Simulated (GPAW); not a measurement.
**C2 in line between two Pt chains: relaxation, then transmission at several levels**

Aim: the conductance of C2 in line between two Pt chains after relaxation, and whether geometry, basis or functional moves it most.

Main program and level: GPAW 26.7.0; GPAW LCAO, PAW setups; relaxation of the junction within the symmetry of its start, lead ends held, in the first sound run; inputs show where later runs differ.

**1. Set-up**

The cell holds 18 atoms: 16 Pt and 2 C. Its edges and angles: a = 9.000 Å, b = 9.000 Å, c = 40.871 Å, α = 90.0°, β = 90.0°, γ = 90.0°. Regions: left lead, 8 atoms (8 Pt); channel, 2 atoms (2 C); right lead, 8 atoms (8 Pt). Vacuum lies along a and b. The structure is stacked along c, and the current runs across the ab planes.

**2. Relaxing the atoms**

Transmission follows bond lengths closely, so the atoms between the held lead ends are relaxed first, within whatever symmetry the start has.

File run.py:

```python
import json
from ase import Atoms
from ase.constraints import FixAtoms
from ase.optimize import BFGS
from gpaw import GPAW, FermiDirac

device = Atoms(
    ['Pt', 'Pt', 'Pt', 'Pt', 'Pt', 'Pt', 'Pt', 'Pt', 'C', 'C', 'Pt', 'Pt', 'Pt', 'Pt', 'Pt', 'Pt', 'Pt', 'Pt'],
    positions=[
        [4.50000, 4.50000, 1.20000],
        [4.50000, 4.50000, 3.60000],
        [4.50000, 4.50000, 6.00000],
        [4.50000, 4.50000, 8.40000],
        [4.50000, 4.50000, 10.80000],
        [4.50000, 4.50000, 13.20000],
        [4.50000, 4.50000, 15.60000],
        [4.50000, 4.50000, 18.00000],
        [4.50000, 4.50000, 19.81570],
        [4.50000, 4.50000, 21.05570],
        [4.50000, 4.50000, 22.87140],
        [4.50000, 4.50000, 25.27140],
        [4.50000, 4.50000, 27.67140],
        [4.50000, 4.50000, 30.07140],
        [4.50000, 4.50000, 32.47140],
        [4.50000, 4.50000, 34.87140],
        [4.50000, 4.50000, 37.27140],
        [4.50000, 4.50000, 39.67140]],
    cell=[[9.0, 0.0, 0.0], [0.0, 9.0, 0.0], [0.0, 0.0, 40.8714]],
    pbc=True)

device.set_constraint(FixAtoms([0, 1, 2, 3, 4, 5, 6, 11, 12, 13, 14, 15, 16, 17]))
device.calc = GPAW(mode='lcao', basis='dzp', xc='PBE', h=0.18,
                   kpts={'size': (1, 1, 2), 'gamma': True},
                   symmetry={'tolerance': 1e-3, 'extra_ids': [1, 1, 1, 1, 1, 1, 1, 0, 0, 0, 0, 1, 1, 1, 1, 1, 1, 1]},
                   occupations=FermiDirac(0.1), maxiter=250,
                   mixer=dict(beta=0.1, nmaxold=8, weight=100.0),
                   convergence=dict(density=0.0001), txt='relax.txt')
path = []
opt = BFGS(device, maxstep=0.15)
opt.attach(lambda: path.append((device.get_potential_energy(), device.positions.tolist(), device.get_forces().tolist())))
relaxed = bool(opt.run(fmax=0.05, steps=50))
json.dump(dict(relaxed=relaxed, path=path, positions=device.positions.tolist(), moments=device.get_magnetic_moments().tolist(),
               forces=device.get_forces(apply_constraint=False).tolist()), open('result.json', 'w'))
```

Launch:

```
$ OMP_NUM_THREADS=1 OPENBLAS_NUM_THREADS=1 python run.py
```

The log of the run:

```text
Step          Energy          fmax
BFGS:    0      -61.963068        4.616603
BFGS:    1      -61.956970        3.799835
BFGS:    2      -62.103094        0.756385
BFGS:    3      -62.108648        0.153689
BFGS:    4      -62.108945        0.052399
BFGS:    5      -62.108983        0.011825
```

The job ended after 13 min (1 thread of Intel Xeon Platinum 8375C at 2.90GHz (Ice Lake), shared host; peak memory 2 GiB).

The steps of the relaxation:

```
step  energy less that of the first step (eV)  largest force (eV/Å)
   1                                   0.0000                4.6166
   2                                  -0.0070                3.7998
   3                                  -0.1486                0.7564
   4                                  -0.1530                0.1537
   5                                  -0.1540                0.0524
   6                                  -0.1535                0.0118
```

The atoms that moved most (Å):

```
atom     dx     dy      dz  length
 C10  0.000  0.000   0.033   0.033
  C9  0.000  0.000  -0.033   0.033
Pt11  0.000  0.000   0.021   0.021
 Pt8  0.000  0.000  -0.021   0.021
```

The relaxation lowered the energy of the cell by 0.154 eV (energies extrapolated to zero smearing; the optimiser's log prints free energies). The largest force left on a free atom is 0.012 eV/Å.

**3. Double-zeta polarised basis**

Localised orbitals split the wire into layers that couple to their neighbours alone, which is what the Green's function method needs; double zeta with polarisation is the usual level for numbers.

This step: GPAW LCAO, PAW setups; Landauer transmission from Green's functions with principal layers (ASE), zero bias (GPAW 26.7.0).

File run.py:

```python
import json
import numpy as np
from ase import Atoms
from ase.transport.calculators import TransportCalculator
from gpaw import GPAW, FermiDirac
from gpaw.lcao.tools import get_lcao_hamiltonian
from scipy.linalg import eigh

# The junction with lead layers at both ends, along the third cell vector
device = Atoms(
    ['Pt', 'Pt', 'Pt', 'Pt', 'Pt', 'Pt', 'Pt', 'Pt', 'C', 'C', 'Pt', 'Pt', 'Pt', 'Pt', 'Pt', 'Pt', 'Pt', 'Pt'],
    positions=[
        [4.50000, 4.50000, 1.20000],
        [4.50000, 4.50000, 3.60000],
        [4.50000, 4.50000, 6.00000],
        [4.50000, 4.50000, 8.40000],
        [4.50000, 4.50000, 10.80000],
        [4.50000, 4.50000, 13.20000],
        [4.50000, 4.50000, 15.60000],
        [4.50000, 4.50000, 17.97897],
        [4.50000, 4.50000, 19.78311],
        [4.50000, 4.50000, 21.08829],
        [4.50000, 4.50000, 22.89243],
        [4.50000, 4.50000, 25.27140],
        [4.50000, 4.50000, 27.67140],
        [4.50000, 4.50000, 30.07140],
        [4.50000, 4.50000, 32.47140],
        [4.50000, 4.50000, 34.87140],
        [4.50000, 4.50000, 37.27140],
        [4.50000, 4.50000, 39.67140]],
    cell=[[9.0, 0.0, 0.0], [0.0, 9.0, 0.0], [0.0, 0.0, 40.8714]],
    pbc=True)

# One principal layer of the lead: the first 5 atoms of the device
lead = Atoms(
    ['Pt', 'Pt', 'Pt', 'Pt', 'Pt'],
    positions=[
        [4.50000, 4.50000, 1.20000],
        [4.50000, 4.50000, 3.60000],
        [4.50000, 4.50000, 6.00000],
        [4.50000, 4.50000, 8.40000],
        [4.50000, 4.50000, 10.80000]],
    cell=[[9.0, 0.0, 0.0], [0.0, 9.0, 0.0], [0.0, 0.0, 12.0]],
    pbc=True)

settings = dict(mode='lcao', basis='dzp', xc='PBE', h=0.2,
                occupations=FermiDirac(0.1), maxiter=250,
                mixer=dict(beta=0.1, nmaxold=8, weight=100.0),
                convergence=dict(density=0.0001))
energies = np.arange(-2, 2 + 1e-9, 0.025)
eta = 0.0001
n1, n2 = 1, 1
# k and -k transmit alike, so half of the mesh across the current serves
mesh = [(i, j) for i in range(n1) for j in range(n2) if (i, j) <= (-i % n1, -j % n2)]
weights = np.array([1 if (i, j) == (-i % n1, -j % n2) else 2 for i, j in mesh]) / (n1 * n2)


def ground_state(atoms, size, txt):
    atoms.calc = GPAW(kpts={'size': size, 'gamma': True}, symmetry={'tolerance': 1e-3}, txt=txt, **settings)
    atoms.get_potential_energy()
    return atoms.calc.get_fermi_level()


def blocks(atoms, fermi, points, nz, cells):
    """H - E_F S and S between cell 0 and the cells above it, at each point across the current."""
    kz = np.arange(nz) / nz
    calc = atoms.calc.fixed_density(kpts=[(*k, z) for k in points for z in kz], symmetry='off', txt=None)
    H, S = get_lcao_hamiltonian(calc)
    H = (H - fermi * S).reshape(len(H), len(points), nz, *S.shape[1:])
    S = S.reshape(H.shape[1:])
    phases = [np.exp(-2j * np.pi * kz * R) / nz for R in cells]
    return [(np.einsum('skzij,z->ksij', H, p), np.einsum('kzij,z->kij', S, p)) for p in phases]


def pair(a, b):
    return np.block([[a, b], [b.T.conj(), a]])


def count_channels(h, s, cells, nk=240):
    """Half the number of times that the lead's bands cross each energy, unfolded to its shortest repeat."""
    b = len(h) // cells
    bands = []
    for k in (np.arange(nk + 1) + 0.5) / nk:
        hk, sk = h[:b, :b].copy(), s[:b, :b].copy()
        for R in range(1, cells):
            phase, block = np.exp(2j * np.pi * k * R), slice(R * b, (R + 1) * b)
            hk += h[:b, block] * phase + (h[:b, block] * phase).T.conj()
            sk += s[:b, block] * phase + (s[:b, block] * phase).T.conj()
        w, u = eigh(sk)
        x = u[:, w > 1e-5] / w[w > 1e-5]**0.5  # drop near-dependent combinations
        bands.append(np.r_[eigh(x.T.conj() @ hk @ x, eigvals_only=True), [1e9] * (w <= 1e-5).sum()])
    below = np.array(bands)[:, :, None] < energies
    return (below[1:] != below[:-1]).sum((0, 1)) / 2


fermi_lead = ground_state(lead, (1, 1, 10), 'lead.txt')
fermi_device = ground_state(device, (1, 1, 2), 'device.txt')
T, channels, eigen, tail, misfit, shifts = [], [], [], 0.0, 0.0, []
for first in range(0, len(mesh), 342):
    points = [(i / n1, j / n2) for i, j in mesh[first:first + 342]]
    (H0k, S0k), (H1k, S1k), (H2k, _) = blocks(lead, fermi_lead, points, 5, range(3))
    [(Hk, Sk)] = blocks(device, fermi_device, points, 2, [0])
    tail = max(tail, abs(H2k).max())
    for H0, S0, H1, S1, H, S in zip(H0k, S0k, H1k, S1k, Hk, Sk):
        n = len(S0)
        # Shift the lead onto the potential of the device's first layer
        shift = ((H[:, 0, 0] - H0[:, 0, 0]) / S0[0, 0]).real.mean()
        shifts.append(shift)
        misfit = max(misfit, abs(H[:, :n, :n] - H0 - shift * S0).max())
        Tk, Ck, Ek = [], [], []
        for s in range(len(H)):
            t = s % len(H0)  # a lead without moments serves both spins
            h1, s1 = pair(H0[t] + shift * S0, H1[t] + shift * S1), pair(S0, S1)
            leads = dict(h1=h1, s1=s1, energies=energies, eta=eta, eta1=eta, eta2=eta)
            calc = TransportCalculator(h=H[s], s=S, eigenchannels=3, **leads)
            Tk.append(calc.get_transmission())
            Ek.append(np.sort(calc.eigenchannels_ne, axis=0)[::-1])
            Ck.append(count_channels(h1, s1, 10))
        T.append(Tk)
        channels.append(Ck)
        eigen.append(Ek)
T, channels = np.array(T), np.array(channels)
mean, open_channels = np.einsum('kse,k->se', T, weights), np.einsum('kse,k->se', channels, weights)

print(f'basis functions: device {len(S)}, principal layer {n}')
print(f'Fermi level: lead {fermi_lead:.4f} eV, device {fermi_device:.4f} eV; lead shifted by {np.mean(shifts):.4f} eV')
print(f'largest coupling past the next layer {tail:.2e} eV, largest misfit of the first layer {misfit:.3f} eV')
print('  E-E_F (eV)   ' + 'T (one spin)  channels')
for e, t, c in zip(energies, mean.T, open_channels.T):
    print(f'{e:10.3f}  ', *[f'{x:11.4e}' for x in t], *[f'{x:9.4f}' for x in c])

kT = 8.617333e-5 * 300
fine = np.linspace(energies[0], energies[-1], 4001)
both = np.exp(np.interp(fine, energies, np.log(np.maximum(mean.sum(0) * 2 / len(mean), 1e-30))))
fermi = lambda mu: 1 / (1 + np.exp(np.clip((fine - mu) / kT, -200, 200)))
slope = fermi(0) * (1 - fermi(0)) / kT
G = np.trapezoid(both * slope, fine) / 2
seebeck = -np.trapezoid(both * slope * fine, fine) / (2 * G * 300) * 1e6
print(f'conductance at 300 K: {G:.5g} G0 a cell; thermopower {seebeck:.4g} uV/K')
bias = [0.1, 0.2, 0.5, 1.0, 1.5, 2.0]
current = [38.74 * np.trapezoid(both * (fermi(V / 2) - fermi(-V / 2)), fine) for V in bias]
for V, I in zip(bias, current):
    print(f'current from the zero-bias T(E) at {V} V: {I:.5g} uA')
zero = abs(energies).argmin()
json.dump(dict(energies=energies.tolist(), T=mean.tolist(), channels=open_channels.tolist(), G=G, seebeck=seebeck,
               bias=bias, current=current, tail=tail, misfit=misfit, shift=np.mean(shifts), n_device=len(S), n_lead=n,
               fermi=[fermi_lead, fermi_device], energy=device.get_potential_energy(),
               moments=device.get_magnetic_moments().tolist(), mesh=mesh, weights=weights.tolist(),
               T_k=T[:, :, zero].tolist(), eigen=np.array(eigen[0]).tolist()), open('result.json', 'w'))
```

The log of the run:

```text
basis functions: device 458, principal layer 135
Fermi level: lead -4.5367 eV, device -4.5994 eV; lead shifted by -0.0067 eV
largest coupling past the next layer 8.09e-06 eV, largest misfit of the first layer 0.135 eV
  E-E_F (eV)   T (one spin)  [channel counts left out]
    -2.000    1.7163e+00
    -1.975    1.7187e+00
    -1.950    1.7215e+00
    -1.925    1.7247e+00
    -1.900    1.7284e+00
    -1.875    1.7326e+00
    -1.850    1.7375e+00
    -1.825    1.7429e+00
    -1.800    1.7491e+00
    -1.775    1.7560e+00
    -1.750    1.7636e+00
    -1.725    1.7721e+00
    -1.700    1.7813e+00
    -1.675    1.7915e+00
    -1.650    1.8027e+00
    -1.625    1.8153e+00
[...]
1.825    6.3439e-02
     1.850    6.3023e-02
     1.875    6.2617e-02
     1.900    6.2220e-02
     1.925    6.1831e-02
     1.950    6.1449e-02
     1.975    6.1075e-02
     2.000    6.0707e-02
conductance at 300 K: 2.284 G0 a cell; thermopower 0.4307 uV/K
current from the zero-bias T(E) at 0.1 V: 17.692 uA
current from the zero-bias T(E) at 0.2 V: 35.359 uA
current from the zero-bias T(E) at 0.5 V: 87.979 uA
current from the zero-bias T(E) at 1.0 V: 171.55 uA
current from the zero-bias T(E) at 1.5 V: 240.85 uA
current from the zero-bias T(E) at 2.0 V: 282.28 uA
```

It took 3.8 min on 1 thread; peak memory 1.5 GiB.

Numbers from this step:

```yaml
conductance: 2.284 G₀
largest_coupling_past_the_next_principal_layer: 8.09e-6 eV
largest_misfit_of_the_first_principal_layer: 0.1354 eV
shift_that_aligns_the_lead: -0.006693 eV
basis_functions_of_the_junction: 458
basis_functions_of_a_principal_layer: 135
transmission_at_the_fermi_level_one_spin: 2.285
```

One spin. Transmission, zone mean against energy, zero at the Fermi level:

```
energy (eV)  transmission, zone mean
     -2.000                     1.72
     -1.800                     1.75
     -1.600                     1.83
     -1.400                     1.98
     -1.200                     1.98
     -1.000                     2.01
     -0.800                     2.00
     -0.600                     2.02
     -0.400                     2.12
     -0.200                     2.26
      0.000                     2.29
      0.200                     2.26
      0.300                     2.35
      0.400                     2.13
      0.600                     1.94
      0.800                    0.112
      1.000                   0.0916
      1.200                   0.0801
      1.400                   0.0728
      1.600                   0.0677
      1.800                   0.0639
      2.000                   0.0607
```

Not self-consistent under bias; the bias window is split evenly. Table of current through one cell, from the zero-bias transmission by bias:

```
bias (V)  current through one cell, from the zero-bias transmission (μA)
   0.100                                                            17.7
   0.200                                                            35.4
   0.500                                                            88.0
   1.000                                                             172
   1.500                                                             241
   2.000                                                             282
```

The transmission of the three most open eigenchannels by energy, zero at the Fermi level:

```
energy (eV)  channel 1  channel 2  channel 3
     -2.000      0.794      0.794      0.129
     -1.800      0.803      0.803      0.143
     -1.600      0.828      0.828      0.175
     -1.400      0.857      0.857      0.264
     -1.200      0.871      0.871      0.237
     -1.000      0.869      0.869      0.269
     -0.800      0.864      0.864      0.276
     -0.600      0.878      0.878      0.266
     -0.400      0.913      0.913      0.297
     -0.200      0.946      0.946      0.367
      0.000      0.959      0.959      0.368
      0.200      0.950      0.950      0.356
      0.400      0.931      0.931      0.268
      0.600      0.895      0.895      0.153
      0.800      0.112     1.4e-8     3.0e-9
      1.000     0.0916     1.4e-8    1.1e-12
      1.200     0.0801     1.4e-8          0
      1.400     0.0728     1.5e-8          0
      1.600     0.0677     1.5e-8          0
      1.800     0.0639     1.5e-8          0
      2.000     0.0607     1.5e-8          0
```

Couplings past the next layer reach 8.1e-6 eV, small enough to drop; the matrix elements of the cell's first layer differ from the bulk lead's by up to 0.14 eV. That layer keeps its own values in the calculation, and only beyond it is the lead taken as perfect. The Fermi levels of lead and junction count from different zeros of potential, one for each periodic cell; with both set to zero, the small remaining shift is what aligns them. Without spin-orbit coupling, which is large for these atoms, channel counts and T are those of the scalar-relativistic bands. By hand: G = 2.284 × 77.48 μS = 177 μS, a resistance of 5.65 kΩ; at 0.1 V a linear junction would pass 17.7 μA, and the integral over the bias window gives 17.7 μA.

[end of part 1 of 3]

[Logs are printed without paths, hosts, clocks, repeated set-up lines and the standing remarks that a program may print on its own settings, such as how far it seeks lower states.]

[Hosts, paths, dates, database ids (printed as entryN), source tags and the programs' standing remarks are cut or masked in the printed files.]
